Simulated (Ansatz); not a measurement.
# Y on Ni(111): change of the work function

How does one ordered layer of Y (hcp site) change the work function of Ni(111), and what dipole does each adsorbate carry?

Program: Ansatz 0.2.0. Level of theory: plane-wave DFT, PBE-D3(BJ), Ansatz PAW. Results are calculated unless marked as measured.

Report form: the programs' logs are mostly left out.

### Step 1. The structure

The cell holds 4 atoms: 4 Ni. Cell: a = 2.489 Å, b = 2.489 Å, c = 24.097 Å, α = 90.0°, β = 90.0°, γ = 60.0°. Vacuum lies along c.

### Step 2. The clean slab

The bare slab comes first, as the zero from which every change is counted. The two lowest layers are held at bulk places and the upper ones relax. The dipole correction removes the false field that a one-sided slab makes across the periodic vacuum, so each face gets a flat vacuum level of its own.

input.yaml

```yaml
crystal:
  lattice:
    - [2.4890158698, 0.0, 0.0]
    - [1.2445079349, 2.1555509736, 0.0]
    - [0.0, 0.0, 24.0968188426]
  atoms:
    - { symbol: Ni, position: [0.0, 0.0, 0.3734932839], spin: 0.7 }
    - { symbol: Ni, position: [0.3333333333, 0.3333333333, 0.4578310946], spin: 0.7 }
    - { symbol: Ni, position: [0.6666666667, 0.6666666667, 0.5421689054], spin: 0.7 }
    - { symbol: Ni, position: [0.0, 0.0, 0.6265067161], spin: 0.7 }
magnetization:
  spin_polarized: true
kpoints:
  mp_grid: { grid: [14, 14, 1] }
hamiltonian:
  xc: pbe
  dispersion: d3bj
scf:
  occupations: { method: fermi_dirac, width: 0.1 }
  convergence: { dr2_threshold: 1.0e-08 }
efield:
  axis: 3
  dipole_correction: true
  ramp_position: 0.97
  ramp_width: 0.06
relax:
  f_tol: 0.02
  max_steps: 60
  constraints: [{ sites: [0, 1] }]
output:
  write_potential: true
  write_density: true
  volumetric_format: npy
```

Started as:

```
> ansatz run input.yaml --threads 4 --pin off --max-ram 12288MiB --backend cpu --events-out ev --progress --plain --runs-dir out
```

Wall time 37 s (4 threads of Arm Neoverse V1, shared host); peak memory 0.55 GiB; 2.4 min of CPU time.

The steps of the relaxation:

| step | energy less that of the first step (eV) | largest force component (eV/Å) |
| --- | --- | --- |
| 1 | 0.0000 | 0.2167 |
| 2 | -0.0059 | 0.1266 |
| 3 | -0.0087 | 0.0058 |

The run keeps the 6 symmetry operations that it works with, so distortions that break them were not tested.

The atoms that moved most (Å):

| atom | dx | dy | dz | length |
| --- | --- | --- | --- | --- |
| Ni4 | 0.000 | 0.000 | -0.078 | 0.078 |
| Ni3 | 0.000 | 0.000 | -0.040 | 0.040 |

The relaxed structure:

```xyz
4
Lattice="2.4890 0.0000 0.0000 1.2445 2.1556 0.0000 0.0000 0.0000 24.0968" Properties=species:S:1:pos:R:3
Ni    0.0000    0.0000    9.0000
Ni    1.2445    0.7185   11.0323
Ni    2.4890    1.4370   13.0249
Ni    0.0000    0.0000   15.0184
```

Numbers from this step:

| Property | Result |
| --- | --- |
| energy at zero smearing | -23358.9539 eV |
| total moment | 2.642 μB |
| site moments | 0.6981, 0.7045, 0.7051, 0.7004 μB |
| work function, upper face | 5.068 eV |
| dipole along the normal | 3.63e-4 e·Å |

Running mean over 2.032 Å of the planar mean; the ramp of the sawtooth is left out. The electron's electrostatic potential energy less the Fermi level by z:

| z (Å) | electron's electrostatic potential energy less the Fermi level (eV) |
| --- | --- |
| 3 | 5.08 |
| 4 | 5.08 |
| 5 | 5.08 |
| 6 | 5.03 |
| 7 | 4.40 |
| 8 | -3.19 |
| 9 | -10.0 |
| 10 | -10.3 |
| 11 | -10.4 |
| 12 | -10.9 |
| 13 | -10.5 |
| 14 | -10.8 |
| 15 | -10.1 |
| 16 | -3.43 |
| 17 | 4.34 |
| 18 | 5.02 |
| 19 | 5.06 |
| 20 | 5.07 |
| 21 | 5.07 |

Site moment by atom:

| atom | site moment (μB) |
| --- | --- |
| Ni1 | 0.698 |
| Ni2 | 0.705 |
| Ni3 | 0.705 |
| Ni4 | 0.700 |

The relaxation took 3 steps and lowered the energy by 0.0087 eV; the largest force on the free atoms ends at 0.0058 eV/Å.

The work function of the upper face is 5.07 eV.

### Step 3. Adsorbate added

System of this step: YNi16 (Y/Ni(111)). The cell holds 17 atoms: 16 Ni and 1 Y. Cell: a = 4.978 Å, b = 4.978 Å, c = 26.986 Å, α = 90.0°, β = 90.0°, γ = 60.0°. Vacuum lies along c.

The clean slab as it ended is repeated in the plane and the adsorbate is set on one face; the cell's size fixes the coverage, and the k-mesh shrinks with it to keep the sampling density about even. Adsorbate and upper layers relax, since the dipole depends on the height.

input.yaml

```yaml
crystal:
  lattice:
    - [4.9780317395, 0.0, 0.0]
    - [2.4890158698, 4.3111019473, 0.0]
    - [0.0, 0.0, 26.985705089]
  atoms:
    - { symbol: Ni, position: [0.0, 0.0, 0.3335099072], spin: 0.7 }
    - { symbol: Ni, position: [0.1666666667, 0.1666666667, 0.4088191474], spin: 0.7 }
    - { symbol: Ni, position: [0.3333333333, 0.3333333333, 0.4826580653], spin: 0.71 }
    - { symbol: Ni, position: [0.0, 0.0, 0.5565301715], spin: 0.7 }
    - { symbol: Ni, position: [0.0, 0.5, 0.3335099072], spin: 0.7 }
    - { symbol: Ni, position: [0.1666666667, 0.6666666667, 0.4088191474], spin: 0.7 }
    - { symbol: Ni, position: [0.3333333333, 0.8333333333, 0.4826580653], spin: 0.71 }
    - { symbol: Ni, position: [0.0, 0.5, 0.5565301715], spin: 0.7 }
    - { symbol: Ni, position: [0.5, 0.0, 0.3335099072], spin: 0.7 }
    - { symbol: Ni, position: [0.6666666667, 0.1666666667, 0.4088191474], spin: 0.7 }
    - { symbol: Ni, position: [0.8333333333, 0.3333333333, 0.4826580653], spin: 0.71 }
    - { symbol: Ni, position: [0.5, 0.0, 0.5565301715], spin: 0.7 }
    - { symbol: Ni, position: [0.5, 0.5, 0.3335099072], spin: 0.7 }
    - { symbol: Ni, position: [0.6666666667, 0.6666666667, 0.4088191474], spin: 0.7 }
    - { symbol: Ni, position: [0.8333333333, 0.8333333333, 0.4826580653], spin: 0.71 }
    - { symbol: Ni, position: [0.5, 0.5, 0.5565301715], spin: 0.7 }
    - { symbol: "Y", position: [0.3333333333, 0.3333333333, 0.6664900928] }
magnetization:
  spin_polarized: true
kpoints:
  mp_grid: { grid: [7, 7, 1] }
hamiltonian:
  xc: pbe
  dispersion: d3bj
scf:
  occupations: { method: fermi_dirac, width: 0.1 }
  convergence: { dr2_threshold: 1.0e-08 }
efield:
  axis: 3
  dipole_correction: true
  ramp_position: 0.97
  ramp_width: 0.06
relax:
  f_tol: 0.02
  max_steps: 60
  constraints: [{ sites: [0, 1, 4, 5, 8, 9, 12, 13] }]
output:
  bader: true
  dos: { projected: true, e_range: [-8, 4] }
  write_potential: true
  write_density: true
  volumetric_format: npy
  elf: true
```

Wall time 18 min (4 threads); peak memory 3.4 GiB; 68 min of CPU time.

Relaxation path:

| step | energy less that of the first step (eV) | largest force component (eV/Å) |
| --- | --- | --- |
| 1 | 0.0000 | 2.4319 |
| 2 | -0.3316 | 1.4955 |
| 3 | -0.8333 | 2.5053 |
| 4 | -1.3330 | 1.9622 |
| 5 | -1.6293 | 0.6855 |
| 6 | -1.7073 | 0.2122 |
| 7 | -1.7156 | 0.1102 |
| 8 | -1.7178 | 0.1060 |
| 9 | -1.7186 | 0.0031 |

The run keeps the 6 symmetry operations that it works with, so distortions that break them were not tested.

The atoms that moved most (Å):

| atom | dx | dy | dz | length |
| --- | --- | --- | --- | --- |
| Y17 | 0.000 | 0.000 | -0.956 | 0.956 |
| Ni4 | 0.000 | 0.000 | 0.191 | 0.191 |
| Ni8 | -0.033 | 0.019 | -0.009 | 0.040 |
| Ni12 | 0.000 | -0.038 | -0.009 | 0.040 |
| Ni16 | 0.033 | 0.019 | -0.009 | 0.040 |
| Ni7 | -0.018 | 0.011 | 0.004 | 0.021 |
| Ni11 | 0.000 | -0.021 | 0.004 | 0.021 |
| Ni15 | 0.018 | 0.011 | 0.004 | 0.021 |

Final coordinates:

```
Ni Y
1.0
     4.97803    0.00000    0.00000
     2.48902    4.31110    0.00000
     0.00000    0.00000   26.98571
Ni Y
16 1
Direct
  0.00000 0.00000 0.33351
  0.16667 0.16667 0.40882
  0.33333 0.33333 0.48236
  0.00000 0.00000 0.56360
  0.00000 0.50000 0.33351
  0.16667 0.66667 0.40882
  0.32845 0.83578 0.48279
  0.99109 0.50445 0.55618
  0.50000 0.00000 0.33351
  0.66667 0.16667 0.40882
  0.83578 0.32845 0.48279
  0.50445 0.99109 0.55618
  0.50000 0.50000 0.33351
  0.66667 0.66667 0.40882
  0.83578 0.83578 0.48279
  0.50445 0.50445 0.55618
  0.33333 0.33333 0.63108
```

Numbers from this step:

* energy at zero smearing: -97286.2678 eV
* total moment: 8.585 μB
* work function, upper face: 2.513 eV
* work function, lower face: 5.063 eV
* dipole along the normal: 0.3024 e·Å
* step between the vacuum levels: -2.549 eV

Running mean over 2.032 Å of the planar mean; the ramp of the sawtooth is left out. The electron's electrostatic potential energy less the Fermi level by z:

z (Å), electron's electrostatic potential energy less the Fermi level (eV) and a bar from the least value:
```
      3.5        5.1 ##############################
      4.0        5.1 ##############################
      4.5        5.1 ##############################
      5.0        5.1 ##############################
      5.5        5.0 ##############################
      6.0        5.0 ##############################
      6.5        4.9 ##############################
      7.0        4.4 #############################
      7.5        2.2 #########################
      8.0       -3.2 ##############
      8.5       -8.4 #####
      9.0      -10.1 #
      9.5      -10.3 #
     10.0      -10.3 #
     10.5      -10.4 #
     11.0      -10.4 #
     11.5      -10.6 
     12.0      -10.8 
     12.5      -10.7 
     13.0      -10.4 #
     13.5      -10.4 #
     14.0      -10.3 #
     14.5      -10.2 #
     15.0      -10.3 #
     15.5       -9.9 ##
     16.0       -7.3 #######
     16.5       -4.2 #############
     17.0       -3.3 ##############
     17.5       -2.8 ###############
     18.0       -1.3 ##################
     18.5        0.5 #####################
     19.0        1.6 ########################
     19.5        2.1 ########################
     20.0        2.3 #########################
     20.5        2.4 #########################
     21.0        2.5 #########################
     21.5        2.5 #########################
     22.0        2.5 #########################
     22.5        2.5 #########################
     23.0        2.5 #########################
     23.5        2.5 #########################
```

The density of states has structure finer than the step of the table below, so its rows give means over 0.5 eV, whole bins alone (the curve runs from -8 to 1.98 eV). Peaks (eV: height): total -2.41: 57.0, -2.05: 61.4, -1.59: 71.9, -1.47: 60.4, -1.29: 53.8, -1.02: 57.8, -0.63: 75.4; up -2.29: 34.5, -2.05: 45.2, -1.59: 39.9, -1.20: 34.2, -0.75: 35.8, -0.63: 44.1, -0.54: 38.9; down -2.41: 33.7, -1.86: 29.8, -1.53: 34.5, -1.47: 35.6, -0.66: 33.2, -0.45: 30.9, 0.12: 38.1.

Density of states against energy, zero at the Fermi level; means over each step; values in states/eV a cell:

| energy (eV) | total | up | down |
| --- | --- | --- | --- |
| -7.5 | 1.01 | 0.495 | 0.511 |
| -7.0 | 2.02 | 1.01 | 1.01 |
| -6.5 | 2.34 | 1.18 | 1.16 |
| -6.0 | 1.58 | 0.840 | 0.745 |
| -5.5 | 4.33 | 2.32 | 2.00 |
| -5.0 | 4.60 | 2.91 | 1.69 |
| -4.5 | 10.1 | 6.29 | 3.86 |
| -4.0 | 20.6 | 13.0 | 7.56 |
| -3.5 | 23.2 | 12.2 | 10.9 |
| -3.0 | 25.6 | 13.7 | 11.9 |
| -2.5 | 37.6 | 22.8 | 14.8 |
| -2.0 | 45.6 | 24.9 | 20.7 |
| -1.5 | 44.8 | 20.3 | 24.5 |
| -1.0 | 45.1 | 27.4 | 17.7 |
| -0.5 | 43.6 | 20.8 | 22.8 |
| 0.0 | 27.4 | 3.43 | 24.0 |
| 0.5 | 11.4 | 4.01 | 7.38 |
| 1.0 | 8.58 | 3.77 | 4.81 |
| 1.5 | 9.88 | 4.24 | 5.64 |

Projected DOS per atom over height of the atomic layer and energy from the Fermi level. Layers: Ni4 Ni4 Ni4 Ni4 Y from below.

Values in states/eV, 22 rows by 5 columns, each cell a mean:
```
0.21 0.21 0.18 0.29 3.39
0.31 0.26 0.29 0.36 2.85
0.36 0.32 0.35 0.37 1.91
0.85 0.83 0.78 0.61 1.42
1.87 1.79 1.66 1.36 0.67
2.76 2.34 2.80 2.91 0.69
3.26 2.46 2.42 2.69 0.72
3.54 2.43 2.60 2.48 0.83
2.87 2.14 2.20 3.16 1.13
2.53 2.48 2.28 2.92 1.07
1.56 1.85 1.71 2.02 0.58
1.25 1.71 1.75 1.46 0.23
0.91 1.60 1.48 1.04 0.19
0.65 1.37 1.29 0.71 0.19
0.41 0.75 0.72 0.42 0.14
0.19 0.29 0.29 0.20 0.07
0.23 0.28 0.29 0.25 0.10
0.06 0.11 0.11 0.07 0.02
0.11 0.18 0.17 0.13 0.04
0.09 0.16 0.15 0.11 0.03
0.05 0.12 0.12 0.06 0.02
0.02 0.09 0.09 0.02 0.01
```
Columns: height of the atomic layer (Å) from 9 to 17.0; rows upwards: energy from the Fermi level (eV) from -7.96 to 1.95.

Projected DOS per atom, spin up over height of the atomic layer and energy from the Fermi level. Layers: Ni4 Ni4 Ni4 Ni4 Y from below.

Values in states/eV, 22 rows by 5 columns, each cell a mean:
```
0.05 0.05 0.04 0.11 1.48
0.17 0.15 0.14 0.18 1.55
0.10 0.10 0.13 0.14 0.91
0.20 0.15 0.18 0.28 0.84
0.14 0.14 0.16 0.25 0.34
1.15 1.23 1.49 1.44 0.28
2.02 1.48 1.33 1.55 0.31
1.60 1.20 1.31 1.27 0.39
1.62 0.91 1.02 1.43 0.57
1.75 1.60 1.43 1.69 0.50
0.89 1.05 1.02 1.07 0.32
0.78 0.81 0.85 0.80 0.12
0.59 1.01 0.93 0.55 0.08
0.42 0.87 0.77 0.41 0.10
0.23 0.51 0.47 0.22 0.07
0.12 0.20 0.19 0.12 0.04
0.12 0.15 0.15 0.13 0.05
0.03 0.06 0.06 0.04 0.01
0.06 0.09 0.08 0.07 0.02
0.05 0.08 0.08 0.05 0.02
0.02 0.06 0.06 0.03 0.01
0.01 0.04 0.04 0.01 0.00
```
Columns: height of the atomic layer (Å) from 9 to 17.0; rows upwards: energy from the Fermi level (eV) from -7.96 to 1.95.

Projected DOS per atom, spin down over height of the atomic layer and energy from the Fermi level. Layers: Ni4 Ni4 Ni4 Ni4 Y from below.

Ten even steps from '_' (0.00 states/eV) to '@' (1.94 states/eV), each cell a mean:
```
________@@
________**
........++
------..::
%%%%##++..
%%++**##::
**++++++::
@@******::
******%%::
======**::
--==--==..
::====--__
..--::::__
..::::..__
__......__
__________
__________
__________
__________
__________
__________
__________
```
Columns: height of the atomic layer (Å) from 9 to 17.0; rows upwards: energy from the Fermi level (eV) from -7.96 to 1.95.

Site moment by atom:

| atom | site moment (μB) |
| --- | --- |
| Ni1 | 0.699 |
| Ni2 | 0.703 |
| Ni3 | 0.626 |
| Ni4 | 0.409 |
| Ni5 | 0.703 |
| Ni6 | 0.703 |
| Ni7 | 0.618 |
| Ni8 | 0.256 |
| Ni9 | 0.703 |
| Ni10 | 0.703 |
| Ni11 | 0.618 |
| Ni12 | 0.256 |
| Ni13 | 0.703 |
| Ni14 | 0.701 |
| Ni15 | 0.618 |
| Ni16 | 0.256 |
| Y17 | -0.046 |

Spin density in the ca plane at fractional y = 0.328, with atoms of Ni and Y within 0.2 Å of it.

Ten even steps from '0' (0.0 e/Å³) to '9' (1.6 e/Å³), each cell a mean:
```
00000000000001100000000000000000000000000000
00000000000017920000000000000000000000000000
00000000000015610000000000000000000000000000
00000000000000100000000000000000000000000000
00000000000000000000000000000000000000000000
00000000000000000000000000000000000000000000
00000000000000000000000000000000000000000000
00000000000004410000000000000000000000000000
00000000000018920000000000000000000000000000
00000000000002300000000000000000000000000000
00000000000000000000000000000000000000000000
00000000000000000000000000000000000000000000
00000000000000000000000000000000000000000000
```
Columns run along c (16.0 Å, from fractional 0.30 to 0.89 of the cell), rows up along a (5.0 Å). Atoms in or near the plane, at fractional coordinates: Ni at (0.48, 0.33), Ni at (0.48, 0.84), Y at (0.63, 0.33).

Valence density in the ca plane at fractional y = 0.328, with atoms of Ni and Y within 0.2 Å of it. It is the smooth field of the valence electrons, not physical close to the nuclei.

Ten steps, logarithmic in the rise over the least value, from '0' (0 e/Å³) to '9' (37 e/Å³), each cell a mean:
```
01111111111136641111110000000000000000000000
00111001111159962111100000000000000000000000
00111001111158962111100000000000000000000000
01111111211125531111110000000000000000000000
01221112331111111122210000000000000000000000
01332112331111111123211111100000000000000000
01221111221124421112111233310000000000000000
00111001111148852111112445420000000000000000
00110001111259962111112455420000000000000000
01111011111147741111112344420000000000000000
01221112221112321112111233210000000000000000
01332112331111111123211011000000000000000000
01221112321112211122210000000000000000000000
```
Columns run along c (16.0 Å, from fractional 0.30 to 0.89 of the cell), rows up along a (5.0 Å). Atoms in or near the plane, at fractional coordinates: Ni at (0.48, 0.33), Ni at (0.48, 0.84), Y at (0.63, 0.33).

ELF in the ca plane at fractional y = 0.328, with atoms of Ni and Y within 0.2 Å of it. It is the smooth field of the valence electrons, not physical close to the nuclei.

Ten even steps from '0' (0.00) to '9' (0.83), each cell a mean:
```
22222222223223322222233332112221100000000000
33333222333236742333333333222221100000000000
33332222233235632333333333222221100000000000
22222222222223322222223321111221100000000000
22222222222222222222223210001122110000000000
22222222222222222222223234311122210000000000
22222222222222222222232689851112211000000000
33322222233235532333324998983112221000000000
33333223333236742333424976983112221000000000
33222222223224432332333899972112221000000000
22222222222222222222232488741122211000000000
22222222222232223222223222211122210000000000
22222222222222222222223310001222110000000000
```
Columns run along c (16.0 Å, from fractional 0.30 to 0.89 of the cell), rows up along a (5.0 Å). Atoms in or near the plane, at fractional coordinates: Ni at (0.48, 0.33), Ni at (0.48, 0.84), Y at (0.63, 0.33).

The relaxation took 9 steps and lowered the energy by 1.7 eV; the largest force on the free atoms ends at 0.0031 eV/Å.

By hand: a sheet of dipoles makes a step −p/(ε₀A) in the electron's potential. With e/ε₀ = 180.95 V·Å, p = 0.3024 e·Å and A = 21.46 Å², that is −180.95 × (0.3024) / 21.46 = -2.549 eV, and the two vacuum levels of the run differ by -2.549 eV.

The covered face has 2.51 eV, -2.55 eV against the clean one; the bare back face has moved by -0.02 eV, a measure of how thin the slab is.

### Step 4. Work function against coverage

This step: plane-wave DFT, PBE-D3(BJ), Ansatz PAW; work function against coverage (Ansatz 0.2.0).

The runs are now put side by side.

Numbers from this step:

```yaml
work_function_of_the_clean_face: 5.068 eV
largest_change_of_the_work_function: -2.555 eV
```

Work function of the covered face against coverage:

| coverage (adsorbates/nm²) | work function of the covered face (eV) |
| --- | --- |
| 0.00 | 5.07 |
| 4.66 | 2.51 |

The dipole per adsorbate comes from the change of the cell's dipole. Coverage, by row:

| coverage (1/nm²) | coverage (ML) | work function (eV) | change (eV) | dipole per adsorbate, positive end outwards (debye) | mean height of the added atoms over the highest substrate atom (Å) |
| --- | --- | --- | --- | --- | --- |
| 4.66 | 0.25 | 2.513 | -2.555 | 1.445 | 1.821 |

### Step 5. The slab at 0.25 ML, atoms frozen

This step: plane-wave DFT, PBE-D3(BJ), Ansatz PAW (Ansatz 0.2.0).

To see where the charge goes, the covered slab, the bare substrate and the adsorbate layer are each run at the same frozen positions and on the same grid.

input.yaml

```yaml
crystal:
  lattice:
    - [4.9780317395, 0.0, 0.0]
    - [2.4890158698, 4.3111019473, 0.0]
    - [0.0, 0.0, 26.985705089]
  atoms:
    - { symbol: Ni, position: [0.0, 0.0, 0.3335099072], spin: 0.7 }
    - { symbol: Ni, position: [0.1666666667, 0.1666666667, 0.4088191474], spin: 0.7 }
    - { symbol: Ni, position: [0.3333333333, 0.3333333333, 0.4823636357], spin: 0.7 }
    - { symbol: Ni, position: [0.0, 0.0, 0.5635974232], spin: 0.7 }
    - { symbol: Ni, position: [0.0, 0.5, 0.3335099072], spin: 0.7 }
    - { symbol: Ni, position: [0.1666666667, 0.6666666667, 0.4088191474], spin: 0.7 }
    - { symbol: Ni, position: [0.3284481639, 0.835775918, 0.4827893778], spin: 0.7 }
    - { symbol: Ni, position: [-0.008906887, 0.5044534435, 0.5561808583], spin: 0.7 }
    - { symbol: Ni, position: [0.5, 0.0, 0.3335099072], spin: 0.7 }
    - { symbol: Ni, position: [0.6666666667, 0.1666666667, 0.4088191474], spin: 0.7 }
    - { symbol: Ni, position: [0.835775918, 0.3284481639, 0.4827893778], spin: 0.7 }
    - { symbol: Ni, position: [0.5044534435, -0.008906887, 0.5561808583], spin: 0.7 }
    - { symbol: Ni, position: [0.5, 0.5, 0.3335099072], spin: 0.7 }
    - { symbol: Ni, position: [0.6666666667, 0.6666666667, 0.4088191474], spin: 0.7 }
    - { symbol: Ni, position: [0.835775918, 0.835775918, 0.4827893778], spin: 0.7 }
    - { symbol: Ni, position: [0.5044534435, 0.5044534435, 0.5561808583], spin: 0.7 }
    - { symbol: "Y", position: [0.3333333333, 0.3333333333, 0.6310755754] }
magnetization:
  spin_polarized: true
kpoints:
  mp_grid: { grid: [7, 7, 1] }
hamiltonian:
  xc: pbe
  dispersion: d3bj
scf:
  occupations: { method: fermi_dirac, width: 0.1 }
  convergence: { dr2_threshold: 1.0e-08 }
efield:
  axis: 3
  dipole_correction: true
  ramp_position: 0.97
  ramp_width: 0.06
output:
  write_potential: true
  write_density: true
  volumetric_format: npy
```

Elapsed: 2.8 min, on 4 threads; peak memory 3.3 GiB.

This step gave:

- step between the vacuum levels: -2.550 eV

The work function of the upper face is 2.51 eV.

(Part 1 of 2 ends here.)

[Logs are printed without paths, hosts, clocks, repeated set-up lines and the standing remarks that a program may print on its own settings, such as how far it seeks lower states.]

[Hosts, paths, dates, database ids (printed as entryN), source tags and the programs' standing remarks are cut or masked in the printed files.]

[Maps of the electrostatic potential energy from Ansatz leave out the sawtooth potential of an applied field or a dipole correction, so their vacuum need not be flat; planar profiles and work functions include it.]

[The density of states shown here was stored with 400 of the rows of the run's finer table, so its peaks can read low, often by over a quarter, or be missed, and its means over a window can be off by a tenth or more.]
